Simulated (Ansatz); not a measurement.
# Br on Hf(0001): change of the work function, part 2 of 4

Wanted: Δφ(θ) for Br/Hf(0001), starting from the fcc site.

Ansatz 0.2.0; plane-wave DFT, PBE, Ansatz PAW.

So far, work function, upper face (eV): step 2 (the clean slab) 4.33.

### Step 3. The covered slab, k-mesh 4×4×1, coverage 0.111 ML

System of this step: Br/Hf(0001). The cell holds 37 atoms: 36 Hf and 1 Br. Its edges and angles: a = 9.600 Å, b = 9.600 Å, c = 27.963 Å, α = 90.0°, β = 90.0°, γ = 60.0°. Vacuum lies along c.

The clean slab as it ended is repeated in the plane and the adsorbate is set on one face; the cell's size fixes the coverage, and the k-mesh shrinks with it to keep the sampling density about even. Adsorbate and upper layers relax, since the dipole depends on the height.

Input file input.yaml:

```yaml
crystal:
  lattice:
    - [9.6, 0.0, 0.0]
    - [4.8, 8.3138438763, 0.0]
    - [0.0, 0.0, 27.9625075615]
  atoms:
    - { symbol: Hf, position: [0.2222222222, 0.2222222222, 0.3218595464] }
    - { symbol: Hf, position: [0.0, 0.0, 0.4123807557] }
    - { symbol: Hf, position: [0.2222222222, 0.2222222222, 0.5067788728] }
    - { symbol: Hf, position: [0.0, 0.0, 0.5918716806] }
    - { symbol: Hf, position: [0.2222222222, 0.5555555556, 0.3218595464] }
    - { symbol: Hf, position: [0.0, 0.3333333333, 0.4123807557] }
    - { symbol: Hf, position: [0.2222222222, 0.5555555556, 0.5067788728] }
    - { symbol: Hf, position: [0.0, 0.3333333333, 0.5918716806] }
    - { symbol: Hf, position: [0.2222222222, 0.8888888889, 0.3218595464] }
    - { symbol: Hf, position: [0.0, 0.6666666667, 0.4123807557] }
    - { symbol: Hf, position: [0.2222222222, 0.8888888889, 0.5067788728] }
    - { symbol: Hf, position: [0.0, 0.6666666667, 0.5918716806] }
    - { symbol: Hf, position: [0.5555555556, 0.2222222222, 0.3218595464] }
    - { symbol: Hf, position: [0.3333333333, 0.0, 0.4123807557] }
    - { symbol: Hf, position: [0.5555555556, 0.2222222222, 0.5067788728] }
    - { symbol: Hf, position: [0.3333333333, 0.0, 0.5918716806] }
    - { symbol: Hf, position: [0.5555555556, 0.5555555556, 0.3218595464] }
    - { symbol: Hf, position: [0.3333333333, 0.3333333333, 0.4123807557] }
    - { symbol: Hf, position: [0.5555555556, 0.5555555556, 0.5067788728] }
    - { symbol: Hf, position: [0.3333333333, 0.3333333333, 0.5918716806] }
    - { symbol: Hf, position: [0.5555555556, 0.8888888889, 0.3218595464] }
    - { symbol: Hf, position: [0.3333333333, 0.6666666667, 0.4123807557] }
    - { symbol: Hf, position: [0.5555555556, 0.8888888889, 0.5067788728] }
    - { symbol: Hf, position: [0.3333333333, 0.6666666667, 0.5918716806] }
    - { symbol: Hf, position: [0.8888888889, 0.2222222222, 0.3218595464] }
    - { symbol: Hf, position: [0.6666666667, 0.0, 0.4123807557] }
    - { symbol: Hf, position: [0.8888888889, 0.2222222222, 0.5067788728] }
    - { symbol: Hf, position: [0.6666666667, 0.0, 0.5918716806] }
    - { symbol: Hf, position: [0.8888888889, 0.5555555556, 0.3218595464] }
    - { symbol: Hf, position: [0.6666666667, 0.3333333333, 0.4123807557] }
    - { symbol: Hf, position: [0.8888888889, 0.5555555556, 0.5067788728] }
    - { symbol: Hf, position: [0.6666666667, 0.3333333333, 0.5918716806] }
    - { symbol: Hf, position: [0.8888888889, 0.8888888889, 0.3218595464] }
    - { symbol: Hf, position: [0.6666666667, 0.6666666667, 0.4123807557] }
    - { symbol: Hf, position: [0.8888888889, 0.8888888889, 0.5067788728] }
    - { symbol: Hf, position: [0.6666666667, 0.6666666667, 0.5918716806] }
    - { symbol: Br, position: [0.1111111111, 0.1111111111, 0.6781404536] }
kpoints:
  mp_grid: { grid: [4, 4, 1] }
hamiltonian:
  xc: pbe
scf:
  occupations: { method: fermi_dirac, width: 0.1 }
  convergence: { dr2_threshold: 1.0e-08 }
efield:
  axis: 3
  dipole_correction: true
  ramp_position: 0.97
  ramp_width: 0.06
relax:
  f_tol: 0.02
  max_steps: 60
  constraints:
    - { sites: [0, 1, 4, 5, 8, 9, 12, 13, 16, 17, 20, 21, 24, 25, 28, 29, 32, 33] }
output:
  write_potential: true
  write_density: true
  volumetric_format: npy
```

Run with:

```sh
> ansatz run input.yaml --threads 4 --pin off --max-ram 16384MiB --backend cpu --events-out ev --progress --plain --runs-dir out
```

Standard output:

```text
[...]
Crystal: 37 atoms, lattice volume = 2231.769 Å³
Basis set: ecut = 420 eV, 43491 PW (Γ), exchange–correlation on 144×144×384 points (8 copies of the dense FFT grid, shifted against one another)
Bands: 566, of which v1, the nominal top of the filled ones, is band 472 counted from 1 (471 counted from 0)
Symmetry: 6 space group operations
[...]
k-points: 4 of 16 (time reversal used)
[...]
SCF iter   1: F=—  HF=-568738.279126 eV  |F-HF|=—  |Δ(HF+E_count)|=         —  Δρ=5.89e-3  dr2=1.58e1  ethr=1.77e-3  p=-0.015 e·Å  D=-1.21e-3 V/Å  ΔV_dip=0.03 eV  dr2_dipole=3.10e-1  V_vac-E_F(+/−)=4.47/4.44 eV  ⟨swp⟩=14.2  Hψ=9063  notcnv=0  defer=29
[...]
SCF iter  12: F=-568737.909371 eV  HF=-568737.909371 eV  |F-HF|=1.70e-8  |Δ(HF+E_count)|=   7.57e-9  Δρ=1.97e-7  dr2=2.17e-9  ethr=1.06e-12  p=0.006 e·Å  D=4.90e-4 V/Å  ΔV_dip=-0.01 eV  dr2_dipole=4.12e-11  V_vac-E_F(+/−)=4.36/4.38 eV  ⟨swp⟩=12.2  Hψ=21012  notcnv=0
SCF 1 converged in 12 iterations: F = -568737.909371 eV  dr2 = 2.17e-9
[...]
relax step   1: F+E_penalty+E_count = -568737.90937136 eV  Δ(F+E_penalty+E_count) = +0.000e0 eV  max|allowed force component| = 1.183e0 eV/Å  Δτ_max = 0.0000 Å  (12 SCF iters, accepted)
[...]
SCF iter   1: F=—  HF=-568738.330067 eV  |F-HF|=—  |Δ(HF+E_count)|=         —  Δρ=3.45e-3  dr2=1.89e0  ethr=1.71e-4  p=0.006 e·Å  D=4.90e-4 V/Å  ΔV_dip=-0.01 eV  dr2_dipole=2.30e-1  V_vac-E_F(+/−)=4.37/4.39 eV  ⟨swp⟩=2.2  Hψ=7125  notcnv=0  defer=73
[...]
eigensolver tolerance schedule calibrated: the retry pair's looser diagonalisation under-reported the residual by θ = 0.15 (0.12/decade); ethr = c·dr2/N_el runs at the constant in force after the calibration composes with the one it found (an armed cap, an earlier calibration), c = 7.3e-2
[...]
SCF iter   2: F=—  HF=-568738.200329 eV  |F-HF|=—  |Δ(HF+E_count)|=   1.30e-1  Δρ=1.41e-3  dr2=8.51e-2  ethr=1.47e-4  p=0.050 e·Å  D=4.09e-3 V/Å  ΔV_dip=-0.11 eV  dr2_dipole=7.48e-3  V_vac-E_F(+/−)=4.27/4.38 eV  ⟨swp⟩=2.2  Hψ=3835  notcnv=0  defer=73
[...]
SCF iter  11: F=-568738.192927 eV  HF=-568738.192927 eV  |F-HF|=1.77e-8  |Δ(HF+E_count)|=   2.90e-8  Δρ=2.72e-7  dr2=1.60e-9  ethr=1.00e-12  p=0.054 e·Å  D=4.34e-3 V/Å  ΔV_dip=-0.12 eV  dr2_dipole=2.40e-11  V_vac-E_F(+/−)=4.26/4.38 eV  ⟨swp⟩=11.8  Hψ=20523  notcnv=0
SCF 2 converged in 11 iterations: F = -568738.192927 eV  dr2 = 1.60e-9
[...]
relax step   2: F+E_penalty+E_count = -568738.19292728 eV  Δ(F+E_penalty+E_count) = -2.836e-1 eV  max|allowed force component| = 5.347e-1 eV/Å  Δτ_max = 0.1964 Å  (11 SCF iters, accepted)
SCF iter   1: F=—  HF=-568738.273475 eV  |F-HF|=—  |Δ(HF+E_count)|=         —  Δρ=1.56e-3  dr2=2.22e-1  ethr=7.84e-4  p=0.054 e·Å  D=4.34e-3 V/Å  ΔV_dip=-0.12 eV  dr2_dipole=3.50e-5  V_vac-E_F(+/−)=4.26/4.38 eV  ⟨swp⟩=6.2  Hψ=4907  notcnv=0  defer=58
[...]
SCF iter  10: F=-568738.247178 eV  HF=-568738.247178 eV  |F-HF|=1.32e-8  |Δ(HF+E_count)|=   4.09e-8  Δρ=3.65e-7  dr2=6.48e-9  ethr=1.06e-12  p=0.083 e·Å  D=6.69e-3 V/Å  ΔV_dip=-0.19 eV  dr2_dipole=6.48e-10  V_vac-E_F(+/−)=4.19/4.38 eV  ⟨swp⟩=12.2  Hψ=21363  notcnv=0
SCF 3 converged in 10 iterations: F = -568738.247178 eV  dr2 = 6.48e-9
relax step   3: F+E_penalty+E_count = -568738.24717766 eV  Δ(F+E_penalty+E_count) = -5.425e-2 eV  max|allowed force component| = 2.345e-1 eV/Å  Δτ_max = 0.1946 Å  (10 SCF iters, accepted)
[...]
relax step   4: F+E_penalty+E_count = -568738.25305477 eV  Δ(F+E_penalty+E_count) = -5.877e-3 eV  max|allowed force component| = 4.352e-2 eV/Å  Δτ_max = 0.0538 Å  (8 SCF iters, accepted)
SCF iter   1: F=—  HF=-568738.253844 eV  |F-HF|=—  |Δ(HF+E_count)|=         —  Δρ=2.25e-4  dr2=8.60e-3  ethr=5.46e-6  p=0.076 e·Å  D=6.14e-3 V/Å  ΔV_dip=-0.17 eV  dr2_dipole=1.17e-3  V_vac-E_F(+/−)=4.21/4.38 eV  ⟨swp⟩=4.0  Hψ=3783  notcnv=0  defer=63
[...]
SCF iter   8: F=-568738.253673 eV  HF=-568738.253673 eV  |F-HF|=1.59e-8  |Δ(HF+E_count)|=   7.24e-8  Δρ=2.80e-7  dr2=2.29e-9  ethr=1.06e-12  p=0.077 e·Å  D=6.21e-3 V/Å  ΔV_dip=-0.17 eV  dr2_dipole=5.89e-12  V_vac-E_F(+/−)=4.21/4.38 eV  ⟨swp⟩=11.2  Hψ=19795  notcnv=0
SCF 5 converged in 8 iterations: F = -568738.253673 eV  dr2 = 2.29e-9
[...]
relax step   5: F+E_penalty+E_count = -568738.25367331 eV  Δ(F+E_penalty+E_count) = -6.185e-4 eV  max|allowed force component| = 1.008e-2 eV/Å  Δτ_max = 0.0134 Å  (8 SCF iters, accepted)
NSCF: frozen V_eff on 4 k-points
[...]
SCF converged after 8 iterations
Free energy (F): -568738.253673 eV
[...]
Internal energy: -568736.536337 eV  (E = F + TS)
E sigma→0 (E₀):  -568737.395005 eV
Entropy (-TS):   -1.717336 eV (-46.414 meV/atom)
Fermi energy:    4.662453 eV
Dipole field:    D = 0.006209 V/Å  (p = 0.076584 e·Å, saw-weighted, corrected)
Work function:   Φ+ = 4.2062 eV   Φ− = 4.3799 eV
[...]
--- Forces (eV/Å), atoms counted from 1 ---
  atom   1  Hf     0.00366298     0.00211482     0.67342963
  atom   2  Hf     0.01491789     0.00861285    -0.58021324
  atom   3  Hf    -0.00341889    -0.00197390     0.00143034
  atom   4  Hf     0.00141928     0.00081942     0.00175654
  atom   5  Hf    -0.00732698     0.00423023     0.66285597
  atom   6  Hf    -0.00000000    -0.01722569    -0.58021324
  atom   7  Hf     0.00045714    -0.00026393    -0.00180176
  atom   8  Hf     0.00000000    -0.00163884     0.00175654
  atom   9  Hf     0.00000000    -0.00422965     0.67342963
  atom  10  Hf     0.01448424    -0.00836248    -0.76575100
  atom  11  Hf     0.00000000     0.00394779     0.00143034
  atom  12  Hf     0.00071055    -0.00041023     0.00023278
  atom  13  Hf     0.00000000    -0.00846047     0.66285597
  atom  14  Hf    -0.01491789     0.00861285    -0.58021324
  atom  15  Hf    -0.00000000     0.00052785    -0.00180176
  atom  16  Hf    -0.00141928     0.00081942     0.00175654
  atom  17  Hf     0.00732698     0.00423023     0.66285597
  atom  18  Hf    -0.04175103    -0.02410497    -0.62822901
  atom  19  Hf    -0.00045714    -0.00026393    -0.00180176
  atom  20  Hf    -0.00872766    -0.00503892     0.00102309
  atom  21  Hf    -0.00772851     0.00446205     0.63829785
  atom  22  Hf    -0.00000000     0.04820994    -0.62822901
  atom  23  Hf     0.00217592    -0.00125627    -0.00248001
  atom  24  Hf    -0.00000000     0.01007783     0.00102309
  atom  25  Hf    -0.00366298     0.00211482     0.67342963
  atom  26  Hf    -0.00000000     0.01672496    -0.76575100
  atom  27  Hf     0.00341889    -0.00197390     0.00143034
  atom  28  Hf    -0.00000000     0.00082047     0.00023278
  atom  29  Hf     0.00000000    -0.00892411     0.63829785
  atom  30  Hf     0.04175103    -0.02410497    -0.62822901
  atom  31  Hf    -0.00000000     0.00251254    -0.00248001
  atom  32  Hf     0.00872766    -0.00503892     0.00102309
  atom  33  Hf     0.00772851     0.00446205     0.63829785
  atom  34  Hf    -0.01448424    -0.00836248    -0.76575100
  atom  35  Hf    -0.00217592    -0.00125627    -0.00248001
  atom  36  Hf    -0.00071055    -0.00041023     0.00023278
  atom  37  Br     0.00000000     0.00000000    -0.00163126
  max |Σ_I F_I| component: 2.23e-5 eV/Å
--- Band table (eV) ---
  k-point 0: bands = [... 468 lower, 4.6380, 4.6578, 4.6578, 4.6823, 4.6956, 4.6956, 4.7198, 4.7697, ... 90 higher]
  k-point 1: bands = [... 468 lower, 4.6145, 4.6248, 4.6379, 4.6519, 4.6548, 4.7073, 4.7455, 4.7751, ... 90 higher]
  k-point 2: bands = [... 468 lower, 4.5367, 4.5533, 4.6335, 4.6626, 4.6862, 4.7006, 4.7471, 4.8594, ... 90 higher]
  k-point 3: bands = [... 468 lower, 4.5485, 4.6107, 4.6389, 4.6694, 4.6928, 4.7299, 4.7594, 4.8001, ... 90 higher]
--- Relaxed structure (5 steps of the walk, 5 accepted, 0 SCFs on fresh bases) ---
  F+E_penalty+E_count = -568738.25367331 eV   max|allowed force component| = 1.008e-2 eV/Å
  atoms:
    - { symbol: Hf, position: [0.222222, 0.222222, 0.321860] }
    - { symbol: Hf, position: [1.111110e-11, 1.111110e-11, 0.4123807557] }
    - { symbol: Hf, position: [0.221543, 0.221543, 0.508544] }
    - { symbol: Hf, position: [-0.00663582, -0.00663582, 0.593026] }
    - { symbol: Hf, position: [0.222222, 0.555556, 0.321860] }
    - { symbol: Hf, position: [1.111111e-11, 0.333333, 0.4123807557] }
    - { symbol: Hf, position: [0.221739, 0.555797, 0.506295] }
    - { symbol: Hf, position: [-0.00663582, 0.346605, 0.593026] }
    - { symbol: Hf, position: [0.222222, 0.888889, 0.321860] }
    - { symbol: Hf, position: [-2.222217e-11, 0.666667, 0.4123807557] }
    - { symbol: Hf, position: [0.221543, 0.890247, 0.508544] }
    - { symbol: Hf, position: [-0.00163264, 0.667483, 0.591035] }
    - { symbol: Hf, position: [0.555556, 0.222222, 0.321860] }
    - { symbol: Hf, position: [0.333333, 1.111110e-11, 0.4123807557] }
    - { symbol: Hf, position: [0.555797, 0.221739, 0.506295] }
    - { symbol: Hf, position: [0.346605, -0.00663582, 0.593026] }
    - { symbol: Hf, position: [0.555556, 0.555556, 0.321860] }
    - { symbol: Hf, position: [0.333333, 0.333333, 0.4123807557] }
    - { symbol: Hf, position: [0.555797, 0.555797, 0.506295] }
    - { symbol: Hf, position: [0.335668, 0.335668, 0.591979] }
    - { symbol: Hf, position: [0.555556, 0.888889, 0.321860] }
    - { symbol: Hf, position: [0.333333, 0.666667, 0.4123807557] }
    - { symbol: Hf, position: [0.555885, 0.888724, 0.505421] }
    - { symbol: Hf, position: [0.335668, 0.661998, 0.591979] }
    - { symbol: Hf, position: [0.888889, 0.222222, 0.321860] }
    - { symbol: Hf, position: [0.666667, -2.222223e-11, 0.4123807557] }
    - { symbol: Hf, position: [0.890247, 0.221543, 0.508544] }
    - { symbol: Hf, position: [0.667483, -0.00163264, 0.591035] }
    - { symbol: Hf, position: [0.888889, 0.555556, 0.321860] }
    - { symbol: Hf, position: [0.666667, 0.333333, 0.4123807557] }
    - { symbol: Hf, position: [0.888724, 0.555885, 0.505421] }
    - { symbol: Hf, position: [0.661998, 0.335668, 0.591979] }
    - { symbol: Hf, position: [0.888889, 0.888889, 0.321860] }
    - { symbol: Hf, position: [0.666667, 0.666667, 0.4123807557] }
    - { symbol: Hf, position: [0.888724, 0.888724, 0.505421] }
    - { symbol: Hf, position: [0.667483, 0.667483, 0.591035] }
    - { symbol: Br, position: [0.111111, 0.111111, 0.665605] }
```

Run time: 28 min. Hardware: 4 threads of Arm Neoverse V1, shared host; peak memory 9.2 GiB.

This run has no spin polarisation although its electron count is odd.

The steps of the relaxation:

```tsv
step	energy less that of the first step (eV)	largest force component (eV/Å)
1	0.0000	1.1832
2	-0.2836	0.5347
3	-0.3378	0.2345
4	-0.3437	0.0435
5	-0.3443	0.0101
```

Forces are held to the 6 operations that the program found; a distortion that breaks them can't arise in this run.

The atoms that moved most (Å):

```tsv
atom	dx	dy	dz	length
Br37	0.000	0.000	-0.351	0.351
Hf4	-0.096	-0.055	0.032	0.115
Hf8	0.000	0.110	0.032	0.115
Hf16	0.096	-0.055	0.032	0.115
Hf3	-0.010	-0.006	0.049	0.051
Hf11	0.000	0.011	0.049	0.051
Hf27	0.010	-0.006	0.049	0.051
Hf24	0.000	-0.039	0.003	0.039
```

Final coordinates:

```
Hf Br
1.0
     9.60000    0.00000    0.00000
     4.80000    8.31384    0.00000
     0.00000    0.00000   27.96251
Hf Br
36 1
Direct
  0.22222 0.22222 0.32186
  0.00000 0.00000 0.41238
  0.22154 0.22154 0.50854
  0.99336 0.99336 0.59303
  0.22222 0.55556 0.32186
  0.00000 0.33333 0.41238
  0.22174 0.55580 0.50629
  0.99336 0.34660 0.59303
  0.22222 0.88889 0.32186
  0.00000 0.66667 0.41238
  0.22154 0.89025 0.50854
  0.99837 0.66748 0.59103
  0.55556 0.22222 0.32186
  0.33333 0.00000 0.41238
  0.55580 0.22174 0.50629
  0.34660 0.99336 0.59303
  0.55556 0.55556 0.32186
  0.33333 0.33333 0.41238
  0.55580 0.55580 0.50629
  0.33567 0.33567 0.59198
  0.55556 0.88889 0.32186
  0.33333 0.66667 0.41238
  0.55588 0.88872 0.50542
  0.33567 0.66200 0.59198
  0.88889 0.22222 0.32186
  0.66667 0.00000 0.41238
  0.89025 0.22154 0.50854
  0.66748 0.99837 0.59103
  0.88889 0.55556 0.32186
  0.66667 0.33333 0.41238
  0.88872 0.55588 0.50542
  0.66200 0.33567 0.59198
  0.88889 0.88889 0.32186
  0.66667 0.66667 0.41238
  0.88872 0.88872 0.50542
  0.66748 0.66748 0.59103
  0.11111 0.11111 0.66560
```

This step gave:

```
energy at zero smearing        : -568737.3950 eV
work function, upper face      : 4.206 eV
work function, lower face      : 4.380 eV
dipole along the normal        : 0.07658 e·Å
step between the vacuum levels : -0.1736 eV
```

Running mean over 2.5312 Å of the planar mean; the ramp of the sawtooth is left out. The electron's electrostatic potential energy less the Fermi level by z:

```tsv
z (Å)	electron's electrostatic potential energy less the Fermi level (eV)
4	4.38
5	4.35
6	4.13
7	2.32
8	-4.05
9	-7.41
10	-7.30
11	-7.26
12	-7.08
13	-6.69
14	-7.22
15	-8.03
16	-7.93
17	-7.00
18	-1.95
19	2.41
20	3.69
21	4.18
22	4.20
23	4.21
24	4.21
```

The relaxation took 5 steps and lowered the energy by 0.34 eV; the largest force on the free atoms ends at 0.010 eV/Å.

The covered face has 4.21 eV, -0.13 eV against the clean one; the bare back face has moved by -0.00 eV, a measure of how thin the slab is.

(Part 2 of 4 ends here.)

[Long decimals in the printed logs are rounded to 6 places.]

[Logs are printed without paths, hosts, clocks, repeated set-up lines and the standing remarks that a program may print on its own settings, such as how far it seeks lower states.]

[Hosts, paths, dates, database ids (printed as entryN), source tags and the programs' standing remarks are cut or masked in the printed files.]

[Maps of the electrostatic potential energy from Ansatz leave out the sawtooth potential of an applied field or a dipole correction, so their vacuum need not be flat; planar profiles and work functions include it.]
